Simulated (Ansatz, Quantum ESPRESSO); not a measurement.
# 2H-NbSTe, 1 layer: response to a perpendicular field, part 3 of 7

How does 2H-NbSTe, 1 layer respond to a gate-like field without added charge?

Quantum ESPRESSO 7.5; plane-wave DFT, RPBE, GBRV ultrasoft pseudopotentials made under PBE; geometry and cross-check by Ansatz 0.2.0 with PAW datasets.

So far. Step 3 (Ground state: no field): The run needed 13 iterations to bring the estimated error under 1e-09 Ry; the largest force on any atom, held or free, is 0.18 eV/Å. Step 4 (Electrostatic potential): The vacuum is flat to 0.1 meV/Å, so its level is well defined. Inside the slab the curve depends on the local part of the pseudopotentials; only the vacuum level has a meaning of its own.

### Step 5. Band structure: no field

The density is frozen and the levels are solved along a path.

f0.bands.in

```
&control
  prefix = 'f0.bands'
  outdir = './out'
  pseudo_dir = './pseudo'
  calculation = 'bands'
  tefield = .true.
  dipfield = .true.
/
&system
  ibrav = 0
  nat = 3
  ntyp = 3
  ecutwfc = 40
  ecutrho = 200
  input_dft = 'rpbe'
  occupations = 'smearing'
  smearing = 'fd'
  degauss = 0.004
  edir = 3
  emaxpos = 0.97
  eopreg = 0.04
  eamp = 0.0
  nbnd = 18
/
&electrons
  conv_thr = 1e-07
  mixing_beta = 0.4
  electron_maxstep = 120
  mixing_mode = 'local-TF'
/
ATOMIC_SPECIES
  Te  127.6000  te_pbe_v1.uspp.F.UPF
  Nb  92.9064  nb_pbe_v1.uspp.F.UPF
  S   32.0600  s_pbe_v1.4.uspp.F.UPF
CELL_PARAMETERS angstrom
  3.53190124983176 0.00000000000000 -0.00000000000000
  -1.76595062491588 3.05871620601231 0.00000000000000
  -0.00000000000000 0.00000000000000 20.42899426260000
ATOMIC_POSITIONS crystal
  Te  0.333333333333 0.666666666667 0.417425539445
  Nb  0.000000000000 -0.000000000000 0.513359579975
  S   0.333333333333 0.666666666667 0.581986021980
K_POINTS crystal_b
4
  0.0000000000 0.0000000000 0.0000000000 14
  0.5000000000 0.0000000000 0.0000000000 14
  0.3333333333 0.3333333333 0.0000000000 14
  0.0000000000 0.0000000000 0.0000000000 1
```

Launch:

```bash
$ cp -r out/f0.save out/f0.bands.save
$ cp out/f0.xml out/f0.bands.xml
$ OMP_NUM_THREADS=1 mpirun -n 4 pw.x -nk 4 -in f0.bands.in > f0.bands.out
```

The program printed:

```text
[banner, memory and clock lines left out]
Program PWSCF v.7.5 starts

          URL

     Presently no symmetry can be used with electric field

     IMPORTANT: XC functional enforced from input :
     Exchange-correlation= RPBE
                           (   1   4  44   4   0   0   0)
     Any further DFT definition will be discarded
     Please, verify this is what you really want

     Atomic positions and unit cell read from directory:
     ./out/f0.bands.save/

     G-vector sticks info

     bravais-lattice index     =            0
     lattice parameter (alat)  =       6.6743  a.u.
     unit-cell volume          =    1489.3313 (a.u.)^3
     number of atoms/cell      =            3
     number of atomic types    =            3
     number of electrons       =        25.00
     number of Kohn-Sham states=           18
     kinetic-energy cutoff     =      40.0000  Ry
     charge density cutoff     =     200.0000  Ry
     Exchange-correlation= RPBE
                           (   1   4  44   4   0   0   0)

     celldm(1)=   6.674326  celldm(2)=   0.000000  celldm(3)=   0.000000
     celldm(4)=   0.000000  celldm(5)=   0.000000  celldm(6)=   0.000000

     crystal axes: (cart. coord. in units of alat)
               a(1) = (   1.000000   0.000000  -0.000000 )
               a(2) = (  -0.500000   0.866025   0.000000 )
               a(3) = (  -0.000000   0.000000   5.784135 )

     reciprocal axes: (cart. coord. in units 2 pi/alat)
               b(1) = (  1.000000  0.577350  0.000000 )
               b(2) = ( -0.000000  1.154701 -0.000000 )
               b(3) = (  0.000000  0.000000  0.172887 )

     PseudoPot. # 1 for Te read from file:
     ./pseudo/te_pbe_v1.uspp.F.UPF
     Pseudo is Ultrasoft + core correction, Zval =  6.0
     Generated by new atomic code, or converted to UPF format
     Using radial grid of  891 points,  5 beta functions with:
                l(1) =   0
                l(2) =   0
                l(3) =   1
                l(4) =   1
                l(5) =   2
     Q(r) pseudized with  6 coefficients,  rinner =    1.800   1.800   1.800
                                                       1.800   1.800

     PseudoPot. # 2 for Nb read from file:
     ./pseudo/nb_pbe_v1.uspp.F.UPF
     Pseudo is Ultrasoft + core correction, Zval = 13.0
     Generated by new atomic code, or converted to UPF format
     Using radial grid of  887 points,  6 beta functions with:
                l(1) =   0
                l(2) =   0
                l(3) =   1
                l(4) =   1
                l(5) =   2
                l(6) =   2
     Q(r) pseudized with  6 coefficients,  rinner =    1.000   1.000   1.000
                                                       1.000   1.000

     PseudoPot. # 3 for S  read from file:
     ./pseudo/s_pbe_v1.4.uspp.F.UPF
     Pseudo is Ultrasoft + core correction, Zval =  6.0
     Generated by new atomic code, or converted to UPF format
     Using radial grid of  907 points,  6 beta functions with:
                l(1) =   0
                l(2) =   0
                l(3) =   1
                l(4) =   1
                l(5) =   2
                l(6) =   2
     Q(r) pseudized with  8 coefficients,  rinner =    1.300   1.300   1.300
                                                       1.300   1.300

     atomic species   valence    mass     pseudopotential
     Te                6.00   127.60000     Te( 1.00)
     Nb               13.00    92.90640     Nb( 1.00)
     S                 6.00    32.06000     S ( 1.00)

     No symmetry found

   Cartesian axes

     site n.     atom                  positions (alat units)
         1        Te     tau(   1) = (  -0.0000000   0.5773503   2.4144457  )
         2        Nb     tau(   2) = (   0.0000000   0.0000000   2.9693412  )
         3        S      tau(   3) = (  -0.0000000   0.5773503   3.3662858  )

     number of k points=    43  Fermi-Dirac smearing, width (Ry)=  0.0040
                       cart. coord. in units 2pi/alat
        k(    1) = (   0.0000000   0.0000000   0.0000000), wk =   0.0465116
        k(    2) = (   0.0357143   0.0206197   0.0000000), wk =   0.0465116
        k(    3) = (   0.0714286   0.0412393   0.0000000), wk =   0.0465116
        k(    4) = (   0.1071429   0.0618590   0.0000000), wk =   0.0465116
        k(    5) = (   0.1428571   0.0824786   0.0000000), wk =   0.0465116
        k(    6) = (   0.1785714   0.1030983   0.0000000), wk =   0.0465116
        k(    7) = (   0.2142857   0.1237179   0.0000000), wk =   0.0465116
        k(    8) = (   0.2500000   0.1443376   0.0000000), wk =   0.0465116
        k(    9) = (   0.2857143   0.1649572   0.0000000), wk =   0.0465116
        k(   10) = (   0.3214286   0.1855769   0.0000000), wk =   0.0465116
        k(   11) = (   0.3571429   0.2061965   0.0000000), wk =   0.0465116
        k(   12) = (   0.3928571   0.2268162   0.0000000), wk =   0.0465116
        k(   13) = (   0.4285714   0.2474358   0.0000000), wk =   0.0465116
        k(   14) = (   0.4642857   0.2680555   0.0000000), wk =   0.0465116
        k(   15) = (   0.5000000   0.2886751   0.0000000), wk =   0.0465116
        k(   16) = (   0.4880952   0.3092948   0.0000000), wk =   0.0465116
        k(   17) = (   0.4761905   0.3299144   0.0000000), wk =   0.0465116
        k(   18) = (   0.4642857   0.3505341   0.0000000), wk =   0.0465116
        k(   19) = (   0.4523810   0.3711537   0.0000000), wk =   0.0465116
        k(   20) = (   0.4404762   0.3917734   0.0000000), wk =   0.0465116
        k(   21) = (   0.4285714   0.4123930   0.0000000), wk =   0.0465116
        k(   22) = (   0.4166667   0.4330127   0.0000000), wk =   0.0465116
        k(   23) = (   0.4047619   0.4536324   0.0000000), wk =   0.0465116
        k(   24) = (   0.3928571   0.4742520   0.0000000), wk =   0.0465116
        k(   25) = (   0.3809524   0.4948717   0.0000000), wk =   0.0465116
        k(   26) = (   0.3690476   0.5154913   0.0000000), wk =   0.0465116
        k(   27) = (   0.3571429   0.5361110   0.0000000), wk =   0.0465116
        k(   28) = (   0.3452381   0.5567306   0.0000000), wk =   0.0465116
        k(   29) = (   0.3333333   0.5773503   0.0000000), wk =   0.0465116
        k(   30) = (   0.3095238   0.5361110   0.0000000), wk =   0.0465116
        k(   31) = (   0.2857143   0.4948717   0.0000000), wk =   0.0465116
        k(   32) = (   0.2619048   0.4536324   0.0000000), wk =   0.0465116
        k(   33) = (   0.2380952   0.4123930   0.0000000), wk =   0.0465116
        k(   34) = (   0.2142857   0.3711537   0.0000000), wk =   0.0465116
        k(   35) = (   0.1904762   0.3299144   0.0000000), wk =   0.0465116
[...]
-4.1150  -3.4736  -2.1079  -1.2577  -0.8801   1.4482   1.6544   2.8659
     3.3897   5.1085

          k = 0.3929 0.2268 0.0000 (  6336 PWs)   bands (ev):

   -55.7894 -31.9685 -31.8409 -31.8244 -13.0506 -11.1703  -5.4640  -4.6097
    -4.1298  -3.5106  -2.1104  -1.2193  -0.8820   1.5415   1.6411   2.8836
     3.4340   4.8883

          k = 0.4286 0.2474 0.0000 (  6358 PWs)   bands (ev):

   -55.7884 -31.9807 -31.8383 -31.8272 -13.0020 -11.0369  -5.6176  -4.7746
    -4.1113  -3.5405  -2.1050  -1.1887  -0.8524   1.6375   1.6438   2.8441
     3.4595   4.6282

          k = 0.4643 0.2681 0.0000 (  6378 PWs)   bands (ev):

   -55.7878 -31.9883 -31.8367 -31.8290 -12.9721 -10.9476  -5.7280  -4.8717
    -4.1006  -3.5599  -2.0984  -1.1694  -0.8178   1.6517   1.7174   2.7766
     3.4715   4.4710

          k = 0.5000 0.2887 0.0000 (  6398 PWs)   bands (ev):

   -55.7876 -31.9908 -31.8362 -31.8296 -12.9620 -10.9161  -5.7683  -4.9032
    -4.0976  -3.5665  -2.0956  -1.1628  -0.8029   1.6555   1.7506   2.7421
     3.4749   4.4205

          k = 0.4881 0.3093 0.0000 (  6376 PWs)   bands (ev):

   -55.7876 -31.9905 -31.8362 -31.8303 -12.9609 -10.9133  -5.7613  -4.9048
    -4.0969  -3.5676  -2.0949  -1.2371  -0.7589   1.6384   1.7719   2.7482
     3.4354   4.4604

          k = 0.4762 0.3299 0.0000 (  6360 PWs)   bands (ev):

   -55.7875 -31.9894 -31.8360 -31.8324 -12.9576 -10.9051  -5.7403  -4.9096
    -4.0948  -3.5706  -2.0930  -1.4043  -0.6804   1.6040   1.8175   2.7672
     3.3380   4.5567

          k = 0.4643 0.3505 0.0000 (  6354 PWs)   bands (ev):

   -55.7874 -31.9876 -31.8364 -31.8352 -12.9523 -10.8917  -5.7055  -4.9181
    -4.0911  -3.5745  -2.0905  -1.6155  -0.6102   1.5628   1.8734   2.8009
     3.2180   4.6692

          k = 0.4524 0.3712 0.0000 (  6352 PWs)   bands (ev):

   -55.7873 -31.9852 -31.8409 -31.8352 -12.9452 -10.8735  -5.6571  -4.9308
    -4.0858  -3.5780  -2.0888  -1.8526  -0.5569   1.5151   1.9344   2.8515
     3.0986   4.7720

          k = 0.4405 0.3918 0.0000 (  6356 PWs)   bands (ev):

   -55.7871 -31.9821 -31.8469 -31.8348 -12.9366 -10.8510  -5.5955  -4.9480
    -4.0788  -3.5800  -2.1227  -2.0717  -0.5196   1.4599   1.9972   2.9192
     2.9926   4.8553

          k = 0.4286 0.4124 0.0000 (  6370 PWs)   bands (ev):

   -55.7869 -31.9784 -31.8539 -31.8342 -12.9268 -10.8249  -5.5213  -4.9698
    -4.0702  -3.5798  -2.3752  -2.0831  -0.4945   1.3974   2.0585   2.8966
     3.0126   4.9186

          k = 0.4167 0.4330 0.0000 (  6360 PWs)   bands (ev):

   -55.7867 -31.9742 -31.8617 -31.8337 -12.9162 -10.7963  -5.4351  -4.9957
    -4.0604  -3.5780  -2.6390  -2.0868  -0.4771   1.3291   2.1155   2.8256
     3.1168   4.9658

          k = 0.4048 0.4536 0.0000 (  6378 PWs)   bands (ev):

   -55.7864 -31.9695 -31.8700 -31.8331 -12.9054 -10.7661  -5.3377  -5.0246
    -4.0504  -3.5778  -2.8944  -2.0937  -0.4631   1.2573   2.1654   2.7740
     3.2342   5.0017

          k = 0.3929 0.4743 0.0000 (  6384 PWs)   bands (ev):

   -55.7862 -31.9644 -31.8787 -31.8325 -12.8948 -10.7358  -5.2304  -5.0549
    -4.0425  -3.5889  -3.1250  -2.1042  -0.4491   1.1849   2.2063   2.7424
     3.3575   5.0319

          k = 0.3810 0.4949 0.0000 (  6376 PWs)   bands (ev):

   -55.7860 -31.9590 -31.8873 -31.8320 -12.8849 -10.7068  -5.1149  -5.0846
    -4.0412  -3.6380  -3.2959  -2.1178  -0.4328   1.1152   2.2375   2.7290
     3.4785   5.0624

          k = 0.3690 0.5155 0.0000 (  6356 PWs)   bands (ev):

   -55.7858 -31.9536 -31.8955 -31.8315 -12.8763 -10.6809  -5.1116  -4.9942
    -4.0584  -3.7438  -3.3728  -2.1332  -0.4139   1.0521   2.2601   2.7291
     3.5871   5.0998

          k = 0.3571 0.5361 0.0000 (  6361 PWs)   bands (ev):

   -55.7857 -31.9486 -31.9028 -31.8311 -12.8695 -10.6600  -5.1335  -4.8748
    -4.1185  -3.8402  -3.3913  -2.1479  -0.3947   1.0001   2.2765   2.7359
     3.6730   5.1493

          k = 0.3452 0.5567 0.0000 (  6369 PWs)   bands (ev):

   -55.7856 -31.9449 -31.9080 -31.8309 -12.8651 -10.6461  -5.1481  -4.7728
    -4.2124  -3.8801  -3.3923  -2.1588  -0.3793   0.9650   2.2878   2.7429
     3.7272   5.2069

          k = 0.3333 0.5774 0.0000 (  6363 PWs)   bands (ev):

   -55.7856 -31.9434 -31.9100 -31.8308 -12.8635 -10.6410  -5.1534  -4.7280
    -4.2611  -3.8881  -3.3912  -2.1630  -0.3730   0.9523   2.2924   2.7455
     3.7452   5.2387

          k = 0.3095 0.5361 0.0000 (  6353 PWs)   bands (ev):

   -55.7857 -31.9476 -31.9035 -31.8312 -12.8707 -10.6644  -5.1292  -4.8522
    -4.1121  -3.8619  -3.3988  -2.1437  -0.4030   1.0052   2.2602   2.7407
     3.6840   5.1737

          k = 0.2857 0.4949 0.0000 (  6367 PWs)   bands (ev):

   -55.7862 -31.9531 -31.8904 -31.8325 -12.8939 -10.7401  -5.0697  -4.9821
    -3.9932  -3.6926  -3.4047  -2.0887  -0.4831   1.1390   2.1388   2.7472
     3.5489   5.1861

          k = 0.2619 0.4536 0.0000 (  6353 PWs)   bands (ev):

   -55.7870 -31.9545 -31.8757 -31.8347 -12.9353 -10.8687  -5.1088  -4.8700
    -4.0146  -3.5246  -3.2593  -2.0158  -0.5744   1.2754   1.9638   2.7495
     3.4239   5.3211

          k = 0.2381 0.4124 0.0000 (  6357 PWs)   bands (ev):

   -55.7883 -31.9502 -31.8610 -31.8379 -12.9954 -11.0409  -5.1120  -4.6468
    -4.0877  -3.4961  -2.9266  -1.9471  -0.6375   1.3158   1.8303   2.7027
     3.3741   5.5103

          k = 0.2143 0.3712 0.0000 (  6361 PWs)   bands (ev):

   -55.7898 -31.9399 -31.8469 -31.8419 -13.0736 -11.2410  -5.0561  -4.3819
    -4.1718  -3.4562  -2.5855  -1.8929  -0.6518   1.2475   1.7708   2.6176
     3.3821   5.4433

          k = 0.1905 0.3299 0.0000 (  6355 PWs)   bands (ev):

   -55.7917 -31.9243 -31.8469 -31.8335 -13.1679 -11.4513  -4.9630  -4.3655
    -3.9892  -3.3711  -2.3045  -1.8269  -0.6180   1.1753   1.7385   2.5255
     3.3792   5.0797

          k = 0.1667 0.2887 0.0000 (  6355 PWs)   bands (ev):

   -55.7938 -31.9043 -31.8521 -31.8215 -13.2747 -11.6564  -4.8823  -4.4545
    -3.7040  -3.1991  -2.1577  -1.6849  -0.5440   1.1641   1.7417   2.4328
     3.3183   4.7054

          k = 0.1429 0.2474 0.0000 (  6357 PWs)   bands (ev):

   -55.7959 -31.8818 -31.8571 -31.8110 -13.3886 -11.8446  -4.9166  -4.4161
    -3.5231  -2.9151  -2.0985  -1.5051  -0.4256   1.2235   1.8144   2.3422
     3.1892   4.3656

          k = 0.1190 0.2062 0.0000 (  6365 PWs)   bands (ev):

   -55.7980 -31.8666 -31.8536 -31.8020 -13.5031 -12.0085  -5.0512  -4.2544
    -3.4320  -2.6351  -1.9915  -1.3708  -0.2551   1.3497   1.9621   2.2642
     3.0074   4.0708

          k = 0.0952 0.1650 0.0000 (  6379 PWs)   bands (ev):

   -55.8000 -31.8698 -31.8321 -31.7947 -13.6105 -12.1442  -5.2036  -4.0487
    -3.3956  -2.4867  -1.7610  -1.2844  -0.0563   1.5495   2.1468   2.2195
     2.8031   3.8252

          k = 0.0714 0.1237 0.0000 (  6381 PWs)   bands (ev):

   -55.8017 -31.8739 -31.8116 -31.7889 -13.7033 -12.2500  -5.3402  -3.8346
    -3.3950  -2.4468  -1.4856  -1.2131   0.1253   1.8190   2.2014   2.3368
     2.6219   3.6291

          k = 0.0476 0.0825 0.0000 (  6393 PWs)   bands (ev):

   -55.8029 -31.8772 -31.7955 -31.7849 -13.7748 -12.3254  -5.4460  -3.6378
    -3.4111  -2.4617  -1.2577  -1.1426   0.2574   2.0753   2.2652   2.3997
     2.5872   3.4793

          k = 0.0238 0.0412 0.0000 (  6401 PWs)   bands (ev):

   -55.8037 -31.8792 -31.7852 -31.7824 -13.8198 -12.3705  -5.5125  -3.4908
    -3.4276  -2.4978  -1.1134  -1.0860   0.3318   2.1837   2.2434   2.5723
     2.6613   3.3723

          k = 0.0000 0.0000 0.0000 (  6401 PWs)   bands (ev):

   -55.8040 -31.8799 -31.7816 -31.7816 -13.8351 -12.3855  -5.5352  -3.4342
    -3.4342  -2.5172  -1.0642  -1.0642   0.3549   2.2133   2.2133   2.6919
     2.6919   3.3258

     XML data file, pseudopotentials, collected wavefunctions

                                        0.00s GPU  (     509 calls)

Note: The following floating-point exceptions are signalling: IEEE_UNDERFLOW_FLAG IEEE_DENORMAL
Note: The following floating-point exceptions are signalling: IEEE_UNDERFLOW_FLAG IEEE_DENORMAL
Note: The following floating-point exceptions are signalling: IEEE_UNDERFLOW_FLAG IEEE_DENORMAL
Note: The following floating-point exceptions are signalling: IEEE_UNDERFLOW_FLAG IEEE_DENORMAL
[key lines of the parts left out:]
Dipole field         -0.0006 Ry au,
```

It took 15 s on 4 MPI ranks of Intel Xeon Platinum 8488C (Sapphire Rapids), shared host; peak memory 0.36 GiB; 61 s of CPU time.

Band numbers count within the set of bands kept for display. The electronic bands at the labelled points (eV, zero at the Fermi level; # counts the bands kept):

| point | #3 | #4 | #5 | #6 | #7 | #8 | #9 | #10 |
| --- | --- | --- | --- | --- | --- | --- | --- | --- |
| Γ | -2.87 | -1.95 | -0.50 | -0.50 | 0.92 | 2.78 | 2.78 | 3.26 |
| halfway | -2.81 | -2.61 | -1.45 | -0.78 | 0.01 | 1.87 | 2.42 | 3.13 |
| M | -3.53 | -3.00 | -1.53 | -0.60 | -0.24 | 2.22 | 2.32 | 3.31 |
| halfway | -3.50 | -3.01 | -2.07 | -1.52 | 0.09 | 1.89 | 2.68 | 3.39 |
| K | -3.70 | -3.32 | -2.83 | -1.60 | 0.19 | 1.52 | 2.86 | 3.31 |
| halfway | -3.14 | -2.63 | -1.59 | -1.12 | 0.02 | 1.73 | 2.31 | 3.00 |
| Γ | -2.87 | -1.95 | -0.50 | -0.50 | 0.92 | 2.78 | 2.78 | 3.26 |

### Step 6. SCF with pw.x: field 0.1 V/Å

eamp is the field in Hartree atomic units (1 a.u. = 51.42 V/Å). With dipfield on, it is the field in the vacuum beside an isolated sheet. The run starts from the density of the one before.

f1.in

```
&control
  prefix = 'f1'
  outdir = './out'
  pseudo_dir = './pseudo'
  calculation = 'scf'
  tprnfor = .true.
  tefield = .true.
  dipfield = .true.
/
&system
  ibrav = 0
  nat = 3
  ntyp = 3
  ecutwfc = 40
  ecutrho = 200
  input_dft = 'rpbe'
  occupations = 'smearing'
  smearing = 'fd'
  degauss = 0.004
  edir = 3
  emaxpos = 0.97
  eopreg = 0.04
  eamp = 0.00194469
/
&electrons
  conv_thr = 1e-09
  mixing_beta = 0.4
  electron_maxstep = 120
  mixing_mode = 'plain'
  startingpot = 'file'
/
ATOMIC_SPECIES
  Te  127.6000  te_pbe_v1.uspp.F.UPF
  Nb  92.9064  nb_pbe_v1.uspp.F.UPF
  S   32.0600  s_pbe_v1.4.uspp.F.UPF
CELL_PARAMETERS angstrom
  3.53190124983176 0.00000000000000 -0.00000000000000
  -1.76595062491588 3.05871620601231 0.00000000000000
  -0.00000000000000 0.00000000000000 20.42899426260000
ATOMIC_POSITIONS crystal
  Te  0.333333333333 0.666666666667 0.417425539445
  Nb  0.000000000000 -0.000000000000 0.513359579975
  S   0.333333333333 0.666666666667 0.581986021980
K_POINTS automatic
  12 12 1 0 0 0
```

Launch:

```bash
$ cp -r out/f0.save out/f1.save
$ OMP_NUM_THREADS=1 mpirun -n 4 pw.x -nk 4 -in f1.in > f1.out
```

The program printed:

```text
[banner, memory and clock lines left out]
Program PWSCF v.7.5 starts
[...]
number of electrons       =        25.00
     number of Kohn-Sham states=           17
     kinetic-energy cutoff     =      40.0000  Ry
     charge density cutoff     =     200.0000  Ry
[...]
number of k points=    74  Fermi-Dirac smearing, width (Ry)=  0.0040
[...]
Dense  grid:    70913 G-vectors     FFT dimensions: (  32,  32, 180)
[...]
The initial density is read from file :
[...]
negative rho (up, down):  2.717E-03 0.000E+00
[...]
Starting wfcs are   21 randomized atomic wfcs
[...]
negative rho (up, down):  2.710E-03 0.000E+00
[...]
estimated scf accuracy    <       0.01432388 Ry
[...]
negative rho (up, down):  2.722E-03 0.000E+00
[...]
estimated scf accuracy    <       0.24584187 Ry
[...]
negative rho (up, down):  2.718E-03 0.000E+00
[...]
estimated scf accuracy    <       0.00037267 Ry
[...]
negative rho (up, down):  2.716E-03 0.000E+00
[...]
estimated scf accuracy    <       0.00001909 Ry
[...]
negative rho (up, down):  2.714E-03 0.000E+00
[...]
estimated scf accuracy    <       0.00000347 Ry
[...]
negative rho (up, down):  2.714E-03 0.000E+00
[...]
estimated scf accuracy    <       0.00000041 Ry
[...]
negative rho (up, down):  2.713E-03 0.000E+00
[...]
estimated scf accuracy    <       0.00000001 Ry
[...]
negative rho (up, down):  2.713E-03 0.000E+00
[...]
estimated scf accuracy    <       0.00000002 Ry
[...]
negative rho (up, down):  2.713E-03 0.000E+00
[...]
Computed dipole along edir(3) :
        Dipole               -0.0125 Ry au,         -0.0318 Debye
        Dipole field         -0.0001 Ry au,
        E field amplitude [Ha a.u.]:  1.9447E-03
        Potential amp.        0.1520 Ry
        Total length         37.0610 bohr
[...]
the Fermi energy is    -0.5630 ev
!    total energy              =    -168.77812638 Ry
     estimated scf accuracy    <          3.7E-10 Ry
     smearing contrib. (-TS)   =      -0.00289063 Ry
     internal energy E=F+TS    =    -168.77523575 Ry
[...]
one-electron contribution =    -832.29120629 Ry
     hartree contribution      =     416.76011230 Ry
     xc contribution           =     -41.41916685 Ry
     ewald contribution        =     288.17497516 Ry
     electric field correction =       0.00004993 Ry
     convergence has been achieved in   9 iterations
     negative rho (up, down):  2.713E-03 0.000E+00
[...]
Total force =     0.009183     Total SCF correction =     0.000073
[...]
```

Elapsed: 35 s, on 4 MPI ranks; peak memory 0.61 GiB.

This step gave:

```
free energy             : -2296.3434 eV
energy at zero smearing : -2296.3237 eV
Fermi energy            : -0.563 eV
dipole along the normal : -0.006621 e·Å
```

The dipole goes from -0.0403 to -0.0066 e Å, 0.3364 e Å per V/Å.

### Step 7. Electrostatic potential

f1.pot.in

```
&inputpp
  prefix = 'f1'
  outdir = './out'
  filplot = 'f1.pot.dat'
  plot_num = 11
/
```

Launch:

```bash
$ OMP_NUM_THREADS=1 mpirun -n 4 pp.x -in f1.pot.in > f1.pot.out
```

Run time: 1.8 s. Hardware: 4 MPI ranks; peak memory 0.1 GiB.

Read from the output:

```
slope of the potential above                                          : 0.1000 eV/Å
upper vacuum line continued to the top atoms, over the Fermi level    : 5.376 eV
slope of the potential below                                          : 0.09992 eV/Å
lower vacuum line continued to the bottom atoms, over the Fermi level : 4.929 eV
```

The slope in the vacuum is 0.100 eV/Å for an applied 0.10 V/Å, as it should be.

[end of part 3 of 7]

[Logs are printed without paths, hosts, clocks, repeated set-up lines and the standing remarks that a program may print on its own settings, such as how far it seeks lower states.]

[Hosts, paths, dates, database ids (printed as entryN), source tags and the programs' standing remarks are cut or masked in the printed files.]

[Maps of the electrostatic potential energy from Ansatz leave out the sawtooth potential of an applied field or a dipole correction, so their vacuum need not be flat; planar profiles and work functions include it.]
